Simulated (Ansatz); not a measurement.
# How the geometry moves the gap of Al2O3 (Corundum)

How far does the choice of cell move the gap? The case is Al2O3 (Corundum).

Program: Ansatz 0.2.0. Level of theory: PBE, HSE06 and G0W0, plane waves, PAW. Values are calculated unless marked as measured.

**The experiments to reproduce.**

- Gap 8.7 eV: optical band gap of host from absorption; optical absorption, quoted from earlier work; bulk crystal (high-purity reference sample) (quoted in “Multi-petahertz electron interference in Cr:Al2O3 solid-state material”, 2018, pmc:5906618).

## Step 1: Starting point

The structure is trigonal, space group R-3c (No. 167). Conventional cell: a = 4.760 Å, b = 4.760 Å, c = 12.996 Å, α = 90.00°, β = 90.00°, γ = 120.00°. Nearest to Al lie 6 O at 1.85 to 1.97 Å. O has 4 Al at 1.85 to 1.97 Å nearest. Farther neighbours, and contacts between anions beyond the nearest, are not listed.

The cell and positions come from the Crystallography Open Database and are kept as given unless a step says otherwise. The default PAW set here is soft_2. Its files were made with PBE.

## Step 2: PBE bands at the given cell

Levels along a band path, at the cheap level, show where the edges lie and whether the meshes to come will hold them.

This step: DFT, PBE, plane waves, PAW.

Contents of input.yaml:

```yaml
crystal:
  lattice:
    - [2.38025, 1.3742379782, 4.3318666667]
    - [-2.38025, 1.3742379782, 4.3318666667]
    - [0.0, -2.7484759565, 4.3318666667]
  atoms:
    - { symbol: Al, position: [0.35216, 0.35216, 0.35216] }
    - { symbol: Al, position: [0.14784, 0.14784, 0.14784] }
    - { symbol: Al, position: [0.64784, 0.64784, 0.64784] }
    - { symbol: Al, position: [0.85216, 0.85216, 0.85216] }
    - { symbol: O, position: [0.55668, 0.94332, 0.25] }
    - { symbol: O, position: [0.25, 0.55668, 0.94332] }
    - { symbol: O, position: [0.94332, 0.25, 0.55668] }
    - { symbol: O, position: [0.44332, 0.05668, 0.75] }
    - { symbol: O, position: [0.75, 0.44332, 0.05668] }
    - { symbol: O, position: [0.05668, 0.75, 0.44332] }
kpoints:
  mp_grid: { grid: [6, 6, 6] }
  band_path:
    path:
      - [[0.0, 0.0, 0.0], [0.5, 0.5, 0.5], [0.76623952, 0.23376048, 0.5]]
      - [[0.5, -0.23376048, 0.23376048], [0.5, 0.0, 0.0], [0.0, 0.0, 0.0], [0.36688024, -0.36688024, 0.0]]
      - [[0.63311976, 0.0, 0.36688024], [0.5, 0.0, 0.5], [0.0, 0.0, 0.0]]
    npoints: 10
hamiltonian:
  xc: pbe
scf:
  occupations: { method: fermi_dirac, width: 0.02 }
  n_extra_bands: 7
output:
  eigenvalues: true
  forces: true
  stress: true
  write_density: true
  write_potential: true
  elf: true
  volumetric_format: npy
```

Run with:

```
> ansatz run input.yaml --threads 3 --pin off --max-ram 92160MiB --backend cuda --events-out ev --progress --plain --runs-dir out --devices 1 --max-vram 13GiB
```

The log of the run:

```text
scf.n_extra_bands = 7 over 24 filled bands (N_el = 48.0): the run solves 31 bands
GPUs: using 1 of 1 available (devices: 1).
Engine: ansatz 0.2.0, x86_64-unknown-linux-gnu
Pseudopotentials: kind: paw
Pseudopotential: Al, paw, valence charge 3, recommended cutoff 420 eV (normal), Al.paw.azcp
Pseudopotential: O, paw, valence charge 6, recommended cutoff 420 eV (normal), O.paw.azcp
Functional definition: PBE
  parameter kappa = 0.804
  parameter beta = 0.066725
  exchange = pbe_x(kappa = kappa, mu = beta*pi^2/3)
  correlation = pbe_c(beta = beta)
device memory: the entry about to start is reckoned to put 1.6 GiB on a device that reports 46.0 GiB free (of which the cap on the GPU budget leaves the run 13.0 GiB)
GPU FFT provider: cuFFT
GPU libraries: cuBLAS 13.8.2, cuFFT 12.4.0, cuSOLVER 12.3.4
Crystal: 10 atoms, lattice volume = 85.018 Å³
Basis set: ecut = 420 eV, 1653 PW (Γ), exchange–correlation on 72×72×72 points (8 copies of the dense FFT grid, shifted against one another)
Bands: 31, of which v1, the nominal top of the filled ones, is band 24 counted from 1 (23 counted from 0)
Symmetry: 12 space group operations
Space group: R-3c (ITA 167), of the structure as read, at distance tolerance 4.4e-5 Å
k-points: 32 of 216
Non-local potential: Al, projectors of the file, l = 0: 2, l = 1: 2, l = 2: 1
Non-local potential: O, projectors of the file, l = 0: 2, l = 1: 2, l = 2: 1
PAW form: soft (Blöchl's): semilocal exchange-correlation on the pseudo side does not see the compensation charge
PAW one-centre angular grid: Al, 110 points (default); XC on 64 Gauss nodes
PAW one-centre angular grid: O, 110 points (default); XC on 64 Gauss nodes
Initial density: superposition of atomic densities (neutral atoms: chi_scale 0, normalization atom), corrected by the library's trained network
Initial wavefunctions: pseudopotential atomic-orbital guess
GPU buffer pool allocated for 46656 grid points (all kernels)
GPU transforms: local potential and band sums: pruned to the plane-wave sphere, on 36×36×36
Functional: x = pbe(κ = 0.804, μ = 0.219515), c = pbe(β = 0.066725)
SCF iter   1: F=—  HF=-5569.548875 eV  |F-HF|=—  |Δ(HF+E_count)|=         —  Δρ=1.66e-3  dr2=1.06e-3  ethr=1.77e-3  ⟨swp⟩=9.7  Hψ=5717  notcnv=0
preconditioner: auto → Resta (q_TF=auto, 2.480 Å⁻¹)  ε∞=3.7  [insulator: Δε(μ)=6.209 eV  Ē_g=16.861 eV  σ=0.020 eV  W_gap=1.00  n_scr=20 (ndim 8)  ℏωp=27.9 eV  f_vac=0.000  D(μ)=0.00/eV (n_scr^D=0)  ε∞_Penn≈3.7]
SCF iter   2: F=—  HF=-5569.550041 eV  |F-HF|=—  |Δ(HF+E_count)|=   1.17e-3  Δρ=8.81e-4  dr2=2.74e-4  ethr=2.21e-6  ⟨swp⟩=2.7  Hψ=2264  notcnv=0  defer=26
SCF iter   3: F=—  HF=-5569.550703 eV  |F-HF|=—  |Δ(HF+E_count)|=   6.62e-4  Δρ=1.75e-4  dr2=1.46e-5  ethr=5.70e-7  ⟨swp⟩=2.0  Hψ=1721  notcnv=0  defer=26
SCF iter   4: F=—  HF=-5569.550868 eV  |F-HF|=—  |Δ(HF+E_count)|=   1.65e-4  Δρ=4.34e-5  dr2=7.97e-7  ethr=3.04e-8  ⟨swp⟩=2.0  Hψ=1612  notcnv=0  defer=26
iter 5 did not close the SCF: its close was put off for the readings that it lacked (scf_convergence_deferred on its scf_iter line)
SCF iter   5: F=-5569.550868 eV  HF=-5569.550868 eV  |F-HF|=5.86e-8  |Δ(HF+E_count)|=   7.41e-7  Δρ=1.29e-5  dr2=8.42e-8  ethr=1.66e-9  ⟨swp⟩=2.0  Hψ=1725  notcnv=0  defer=26
SCF iter   6: F=-5569.550868 eV  HF=-5569.550868 eV  |F-HF|=1.60e-9  |Δ(HF+E_count)|=   1.98e-8  Δρ=2.24e-6  dr2=2.32e-9  ethr=1.75e-10  ⟨swp⟩=11.6  Hψ=6603  notcnv=0
SCF 1 converged in 6 iterations: F = -5569.550868 eV  dr2 = 2.32e-9
[...]
device memory: the entry about to start is reckoned to put 3.1 GiB on a device that reports 46.1 GiB free (of which the cap on the GPU budget leaves the run 13.0 GiB)
NSCF: frozen V_eff on 73 k-points, pencils in batches of 32, up to order 140
SCF converged after 6 iterations
Free energy (F): -5569.550868 eV
Harris-Foulkes:  -5569.550868 eV  (|F-HF|=1.60e-9)
Internal energy: -5569.550868 eV  (E = F + TS)
E sigma→0 (E₀):  -5569.550868 eV
Fermi energy:    10.868631 eV
--- Per-component energies (eV) ---
  E_band       = 66.965504
  E_kinetic    = 1184.757189
  E_local      = -1979.098300  (includes V_loc(G=0)·N_el)
  E_nonlocal   = 324.568387
  E_hartree    = 734.070037
  E_xc         = -613.961188
  E_vxc        = -697.573883  (∫ρ·V_xc dr)
  E_paw        = -2822.171599  (= ΣΔE_a)
  E_vpaw       = -233.841840  (= ΣTr[D̂ρ^β])
  E_aug_tail   = 0.015174  (compensation charges beyond the density's cutoff)
  E_ewald      = -2397.730569
  E_smearing   = -0.000000  (= −TS)
  E_closure    = -0.000000  (closes the sum)
  Σ components = -5569.550868   (vs F -5569.550868, Δ=0.00e0)
--- Forces (eV/Å), atoms counted from 1 ---
  atom   1  Al    -0.00000000     0.00000000    -0.02900936
  atom   2  Al    -0.00000000    -0.00000000     0.02900936
  atom   3  Al     0.00000000    -0.00000000     0.02900936
  atom   4  Al     0.00000000     0.00000000    -0.02900936
  atom   5  O     -0.02508959    -0.00000000     0.00000000
  atom   6  O      0.01254480    -0.02172823    -0.00000000
  atom   7  O      0.01254480     0.02172823     0.00000000
  atom   8  O      0.02508959    -0.00000000     0.00000000
  atom   9  O     -0.01254480     0.02172823     0.00000000
  atom  10  O     -0.01254480    -0.02172823    -0.00000000
  max |Σ_I F_I| component: 1.50e-17 eV/Å
--- Stress (GPa, compression-positive) ---
        7.538154       0.000000       0.000000
        0.000000       7.538154       0.000000
        0.000000       0.000000       6.951241
  P = ⅓ Tr σ = 7.3425 GPa (73.425 kbar)
--- Band table (eV; the first three rows and the last of 32) ---
  k-point 0: bands = [... 20 lower, 7.2533, 7.7066, 7.7066, 7.7509, 13.9678, 16.9105, 18.5126, 19.2898, ... 3 higher]
  k-point 1: bands = [... 20 lower, 7.0658, 7.4032, 7.6666, 7.7001, 14.5977, 17.4177, 18.0775, 18.9780, ... 3 higher]
  k-point 2: bands = [... 20 lower, 6.9074, 7.1998, 7.5192, 7.5646, 15.9118, 17.5684, 17.9221, 18.2813, ... 3 higher]
  k-point 31: bands = [... 20 lower, 7.3683, 7.3683, 7.3683, 7.3683, 16.4293, 16.4293, 18.8590, 18.8590, ... 3 higher]
```

Elapsed: 7.2 s, on 1 × NVIDIA H100 80GB HBM3 (shared by 6 runs) with 3 threads of AMD EPYC 7R13 (Zen 3), shared host; peak memory 0.94 GiB.

This step gave:

```yaml
pressure: 7.343 GPa
filled_bands: 24
gap: 6.217 eV
valence_top_at: Γ
conduction_bottom_at: Γ
least_direct_gap: 6.217 eV
```

The gap is direct, at Γ. The pressure of 7 GPa says that this functional would expand the cell; it is kept.

## Step 3: Relaxing cell and ions

A relaxation comes first: leftover forces or stress would pass straight into the levels.

input.yaml, the sections that differ from step 2:

```yaml
kpoints:
  mp_grid: { grid: [6, 6, 6] }
scf:
  occupations: { method: fermi_dirac, width: 0.02 }
relax:
  f_tol: 0.01
  max_steps: 60
  cell: {}
output:
  write_density: true
  write_potential: true
  elf: true
  volumetric_format: npy
# crystal, hamiltonian: as in step 2
```

The log of the run:

```text
GPUs: using 1 of 1 available (devices: 1).
[...]
GPU FFT provider: cuFFT
GPU libraries: cuBLAS 13.8.2, cuFFT 12.4.0, cuSOLVER 12.3.4
Crystal: 10 atoms, lattice volume = 85.018 Å³
Basis set: ecut = 420 eV, 1653 PW (Γ), exchange–correlation on 72×72×72 points (8 copies of the dense FFT grid, shifted against one another)
Bands: 34, of which v1, the nominal top of the filled ones, is band 24 counted from 1 (23 counted from 0)
Symmetry: 12 space group operations
[...]
k-points: 32 of 216
[...]
GPU buffer pool allocated for 46656 grid points (all kernels)
[...]
SCF iter   1: F=—  HF=-5569.548869 eV  |F-HF|=—  |Δ(HF+E_count)|=         —  Δρ=1.71e-3  dr2=1.21e-3  ethr=1.77e-3  ⟨swp⟩=9.9  Hψ=6341  notcnv=0
[...]
SCF iter   6: F=-5569.550868 eV  HF=-5569.550868 eV  |F-HF|=1.05e-9  |Δ(HF+E_count)|=   9.91e-9  Δρ=2.39e-6  dr2=2.71e-9  ethr=5.00e-11  ⟨swp⟩=5.2  Hψ=5691  notcnv=0
SCF 1 converged in 6 iterations: F = -5569.550868 eV  dr2 = 2.71e-9
[...]
relax step   1: F+E_penalty+E_count = -5569.55086830 eV  Δ(F+E_penalty+E_count) = +0.000e0 eV  max|allowed force component| = 2.901e-2 eV/Å  Δτ_max = 0.0000 Å  P = +7.343 GPa  Ω = 85.018 Å³  (6 SCF iters, dr2 threshold 1.00e-7 eV, accepted)
[...]
relax step   2: F+E_penalty+E_count = -5569.58312398 eV  Δ(F+E_penalty+E_count) = -3.226e-2 eV  max|allowed force component| = 2.530e-2 eV/Å  Δτ_max = 0.0011 Å  P = +3.996 GPa  Ω = 86.105 Å³  energy of the carried Pulay correction = -5.951e-3 eV  (5 SCF iters, dr2 threshold 1.00e-6 eV, accepted)
[...]
relax step   4: F+E_penalty+E_count = -5569.59299792 eV  Δ(F+E_penalty+E_count) = +2.224e-4 eV  max|allowed force component| = 3.629e-3 eV/Å  Δτ_max = 0.0006 Å  P = -0.003 GPa  Ω = 87.489 Å³  energy of the carried Pulay correction = -1.342e-2 eV  (4 SCF iters, dr2 threshold 2.16e-7 eV, accepted)
[...]
relax step   6: F+E_penalty+E_count = -5569.60876478 eV  Δ(F+E_penalty+E_count) = -1.575e-2 eV  max|allowed force component| = 1.708e-3 eV/Å  Δτ_max = 0.0000 Å  P = +0.322 GPa  Ω = 87.487 Å³  stress off target by 3.25e-1 GPa  SCF on the basis re-selected at this cell (its energy is not comparable with the rows above)  (5 SCF iters)
[...]
relax step   8: F+E_penalty+E_count = -5569.60886715 eV  Δ(F+E_penalty+E_count) = -6.030e-4 eV  max|allowed force component| = 6.052e-4 eV/Å  Δτ_max = 0.0000 Å  P = +0.018 GPa  Ω = 87.602 Å³  stress off target by 2.05e-2 GPa  SCF on the basis re-selected at this cell (its energy is not comparable with the rows above)  (5 SCF iters)
[...]
SCF converged after 5 iterations
Free energy (F): -5569.608867 eV
[...]
Internal energy: -5569.608867 eV  (E = F + TS)
E sigma→0 (E₀):  -5569.608867 eV
Fermi energy:    10.299513 eV
[...]
--- Forces (eV/Å), atoms counted from 1 ---
  atom   1  Al     0.00000000    -0.00000000     0.00052336
  atom   2  Al     0.00000000     0.00000000    -0.00052336
  atom   3  Al    -0.00000000     0.00000000    -0.00052336
  atom   4  Al    -0.00000000    -0.00000000     0.00052336
  atom   5  O      0.00060523     0.00000000    -0.00000000
  atom   6  O     -0.00030262     0.00052415     0.00000000
  atom   7  O     -0.00030262    -0.00052415    -0.00000000
  atom   8  O     -0.00060523     0.00000000     0.00000000
  atom   9  O      0.00030262    -0.00052415    -0.00000000
  atom  10  O      0.00030262     0.00052415     0.00000000
  max |Σ_I F_I| component: 4.45e-18 eV/Å
--- Stress (GPa, compression-positive) ---
        0.016467      -0.000000      -0.000000
       -0.000000       0.016467      -0.000000
       -0.000000      -0.000000       0.020478
  P = ⅓ Tr σ = 0.0178 GPa (0.178 kbar)
--- Band table (eV; the first three rows and the last of 32) ---
  k-point 0: bands = [... 20 lower, 6.8998, 7.3290, 7.3290, 7.3600, 13.2107, 16.2833, 17.7515, 18.6462, ... 6 higher]
  k-point 1: bands = [... 20 lower, 6.7163, 7.0342, 7.2927, 7.3173, 13.8462, 16.7770, 17.3556, 18.3197, ... 6 higher]
  k-point 2: bands = [... 20 lower, 6.5584, 6.8440, 7.1540, 7.1922, 15.1631, 16.8831, 17.2582, 17.5586, ... 6 higher]
  k-point 31: bands = [... 20 lower, 7.0080, 7.0080, 7.0080, 7.0080, 15.7171, 15.7171, 18.2303, 18.2303, ... 6 higher]
--- Relaxed structure (6 steps of the walk, 6 accepted, 2 SCFs on fresh bases) ---
  F+E_penalty+E_count = -5569.60886715 eV   max|allowed force component| = 6.052e-4 eV/Å   (the final SCF, on the basis selected at the relaxed cell)
  cell:  # Å, volume = 87.6025 Å³
    - [2.404356, 1.388156, 4.374495]
    - [-2.404356, 1.388156, 4.374495]
    - [0, -2.776312, 4.374495]
  atoms:
    - { symbol: Al, position: [0.352146, 0.352146, 0.352146] }
    - { symbol: Al, position: [0.147854, 0.147854, 0.147854] }
    - { symbol: Al, position: [0.647854, 0.647854, 0.647854] }
    - { symbol: Al, position: [0.852146, 0.852146, 0.852146] }
    - { symbol: O, position: [0.556170, 0.943830, 0.250000] }
    - { symbol: O, position: [0.250000, 0.556170, 0.943830] }
    - { symbol: O, position: [0.943830, 0.250000, 0.556170] }
    - { symbol: O, position: [0.443830, 0.056170, 0.75] }
    - { symbol: O, position: [0.750000, 0.443830, 0.056170] }
    - { symbol: O, position: [0.056170, 0.750000, 0.443830] }
```

The job ended after 12 s (1 × NVIDIA H100 80GB HBM3 (shared by 6 runs) with 3 threads; peak memory 0.94 GiB).

Relaxation path:

| step | energy less that of the first step (eV) | largest force component (eV/Å) | pressure (GPa) | volume (Å³) |
| --- | --- | --- | --- | --- |
| 1 | 0.0000 | 0.0290 | 7.34 | 85.02 |
| 2 | -0.0323 | 0.0253 | 4.00 | 86.10 |
| 3 | -0.0424 | 0.0109 | 0.13 | 87.44 |
| 4 | -0.0421 | 0.0036 | 0.00 | 87.49 |
| 5 | -0.0421 | 0.0023 | 0.00 | 87.49 |
| 6* | -0.0579 | 0.0017 | 0.32 | 87.49 |
| 7 | -0.0574 | 0.0006 | 0.01 | 87.60 |
| 8* | -0.0580 | 0.0006 | 0.02 | 87.60 |

Relaxation steps marked * repeat the geometry before them on a plane-wave basis chosen anew for their cell, so energy and pressure can jump there.

The run keeps the 12 symmetry operations that the program found, so distortions that break them were not tested.

| conventional cell, symmetrised | before | after | change |
| --- | --- | --- | --- |
| a (Å) | 4.760 | 4.809 | +1.0 % |
| b (Å) | 4.760 | 4.809 | +1.0 % |
| c (Å) | 12.996 | 13.123 | +1.0 % |
| volume (Å³/atom) | 8.50 | 8.76 | +3.0 % |

## Step 4: PBE at the relaxed cell

Contents of input.yaml:

```yaml
crystal:
  lattice:
    - [2.4043564038, 1.3881558169, 4.3744954554]
    - [-2.4043564038, 1.3881558169, 4.3744954554]
    - [0.0, -2.7763116339, 4.3744954554]
  atoms:
    - { symbol: Al, position: [0.352145786, 0.352145786, 0.352145786] }
    - { symbol: Al, position: [0.147854214, 0.147854214, 0.147854214] }
    - { symbol: Al, position: [0.647854214, 0.647854214, 0.647854214] }
    - { symbol: Al, position: [0.852145786, 0.852145786, 0.852145786] }
    - { symbol: O, position: [0.5561701124, 0.9438298876, 0.25] }
    - { symbol: O, position: [0.25, 0.5561701124, 0.9438298876] }
    - { symbol: O, position: [0.9438298876, 0.25, 0.5561701124] }
    - { symbol: O, position: [0.4438298876, 0.0561701124, 0.75] }
    - { symbol: O, position: [0.75, 0.4438298876, 0.0561701124] }
    - { symbol: O, position: [0.0561701124, 0.75, 0.4438298876] }
kpoints:
  mp_grid: { grid: [6, 6, 6] }
  band_path:
    path:
      - [[0.0, 0.0, 0.0], [0.5, 0.5, 0.5], [0.76623952, 0.23376048, 0.5]]
      - [[0.5, -0.23376048, 0.23376048], [0.5, 0.0, 0.0], [0.0, 0.0, 0.0], [0.36688024, -0.36688024, 0.0]]
      - [[0.63311976, 0.0, 0.36688024], [0.5, 0.0, 0.5], [0.0, 0.0, 0.0]]
    npoints: 10
hamiltonian:
  xc: pbe
scf:
  occupations: { method: fermi_dirac, width: 0.02 }
  n_extra_bands: 7
output:
  eigenvalues: true
  forces: true
  stress: true
  write_density: true
  write_potential: true
  elf: true
  volumetric_format: npy
```

The log of the run:

```text
[...]
GPUs: using 1 of 1 available (devices: 1).
[...]
GPU FFT provider: cuFFT
GPU libraries: cuBLAS 13.8.2, cuFFT 12.4.0, cuSOLVER 12.3.4
Crystal: 10 atoms, lattice volume = 87.602 Å³
Basis set: ecut = 420 eV, 1707 PW (Γ), exchange–correlation on 72×72×72 points (8 copies of the dense FFT grid, shifted against one another)
[...]
k-point 0: bands = [... 20 lower, 6.8997, 7.3290, 7.3290, 7.3600, 13.2107, 16.2833, 17.7514, 18.6462, ... 3 higher]
  k-point 1: bands = [... 20 lower, 6.7162, 7.0342, 7.2927, 7.3173, 13.8462, 16.7770, 17.3556, 18.3197, ... 3 higher]
  k-point 2: bands = [... 20 lower, 6.5584, 6.8440, 7.1540, 7.1922, 15.1630, 16.8830, 17.2582, 17.5585, ... 3 higher]
  k-point 31: bands = [... 20 lower, 7.0080, 7.0080, 7.0080, 7.0080, 15.7171, 15.7171, 18.2303, 18.2303, ... 3 higher]
[key lines of the parts left out:]
SCF converged after 6 iterations
Free energy (F): -5569.608867 eV
Fermi energy:    10.299494 eV
P = ⅓ Tr σ = 0.0177 GPa (0.177 kbar)
```

Run time: 6.6 s. Hardware: 1 × NVIDIA H100 80GB HBM3 (shared by 6 runs) with 3 threads; peak memory 0.94 GiB.

Read from the output:

```
pressure             : 0.01771 GPa
gap                  : 5.851 eV
valence top at       : Γ
conduction bottom at : Γ
least direct gap     : 5.851 eV
```

The gap is direct, at Γ.

## Step 5: HSE06 at the relaxed cell

HSE06 mixes in a quarter of exact exchange at short range. Exchange couples all pairs of k points, which makes a full band path dear, so levels are read on the mesh and at chosen points.

This step: DFT, HSE06, plane waves, PAW.

input.yaml: that of step 4 with these lines changed.

```diff
@@ -17,13 +17,18 @@
 kpoints:
-  mp_grid: { grid: [6, 6, 6] }
+  mp_grid: { grid: [4, 4, 4] }
   band_path:
     path:
-      - [[0.0, 0.0, 0.0], [0.5, 0.5, 0.5], [0.76623952, 0.23376048, 0.5]]
-      - [[0.5, -0.23376048, 0.23376048], [0.5, 0.0, 0.0], [0.0, 0.0, 0.0], [0.36688024, -0.36688024, 0.0]]
-      - [[0.63311976, 0.0, 0.36688024], [0.5, 0.0, 0.5], [0.0, 0.0, 0.0]]
-    npoints: 10
+      - [0.0, 0.0, 0.0]
+      - [0.5, 0.5, 0.5]
+      - [0.76623952, 0.23376048, 0.5]
+      - [0.5, -0.23376048, 0.23376048]
+      - [0.5, 0.0, 0.0]
+      - [0.36688024, -0.36688024, 0.0]
+      - [0.63311976, 0.0, 0.36688024]
+      - [0.5, 0.0, 0.5]
+    npoints: 1
 hamiltonian:
-  xc: pbe
+  xc: hse06
 scf:
-  occupations: { method: fermi_dirac, width: 0.02 }
+  occupations: { method: fixed }
   n_extra_bands: 7
@@ -31,7 +36 @@
   eigenvalues: true
-  forces: true
-  stress: true
-  write_density: true
-  write_potential: true
-  elf: true
-  volumetric_format: npy
```

The log of the run:

```text
[...]
GPUs: using 1 of 1 available (devices: 1).
[...]
davidson cushion auto → on  (no smearing: the cushion is to keep the highest requested band from converging to the state above it; pin scf.eigensolver.cushion to override)
[...]
GPU FFT provider: cuFFT
GPU libraries: cuBLAS 13.8.2, cuFFT 12.4.0, cuSOLVER 12.3.4
Crystal: 10 atoms, lattice volume = 87.602 Å³
Basis set: ecut = 420 eV, 1707 PW (Γ)
[...]
Fermi energy:    6.092281 eV
[...]
--- Band table (eV; the first three rows and the last of 13) ---
  k-point 0: bands = [... 20 lower, 5.5333, 6.0467, 6.0467, 6.0923, 13.7780, 16.8985, 18.5540, 19.3891, ... 3 higher]
  k-point 1: bands = [... 20 lower, 5.2655, 5.6021, 5.9246, 5.9680, 15.0835, 17.8369, 17.9298, 18.6155, ... 3 higher]
  k-point 2: bands = [... 20 lower, 5.1176, 5.1176, 5.7855, 5.7855, 17.2194, 17.2194, 17.4097, 17.4097, ... 3 higher]
  k-point 12: bands = [... 20 lower, 5.6892, 5.6892, 5.6892, 5.6892, 16.3795, 16.3795, 18.9179, 18.9179, ... 3 higher]
[key lines of the parts left out:]
Free energy (F): -5570.915638 eV
```

Wall time 29 s (1 × NVIDIA H100 80GB HBM3 (shared by 6 runs) with 3 threads); peak memory 1.3 GiB.

This step gave:

- gap: 7.686 eV
- valence top at: Γ
- conduction bottom at: Γ
- least direct gap: 7.686 eV

The gap stands +1.84 eV against PBE.

(Continued in part 2 of 2.)

[Long decimals in the printed logs are rounded to 6 places.]

[Logs are printed without paths, hosts, clocks, repeated set-up lines and the standing remarks that a program may print on its own settings, such as how far it seeks lower states.]

[Paths, hosts, dates, memory and timing lines, banners, echoed tables and standing remarks are left out of the program output; an Ansatz launch command may be rebuilt from the run's recorded settings. Measured values are a selection of at most five: reports struck by readers or far from the other reports are left out. None is set beside runs whose start may be inverted or whose files or cutoffs have a known fault.]

[Runs of the session that timed out or met a known fault of the program may be left out.]

[Cells called generated may have been cut or substituted from an entry of the Crystallography Open Database or the Materials Project.]

[Hosts, paths, dates, database ids (printed as entryN), source tags and the programs' standing remarks are cut or masked in the printed files.]

[Where the starting crystal was built by hand or by swapping elements, it need not be the compound's stable phase.]
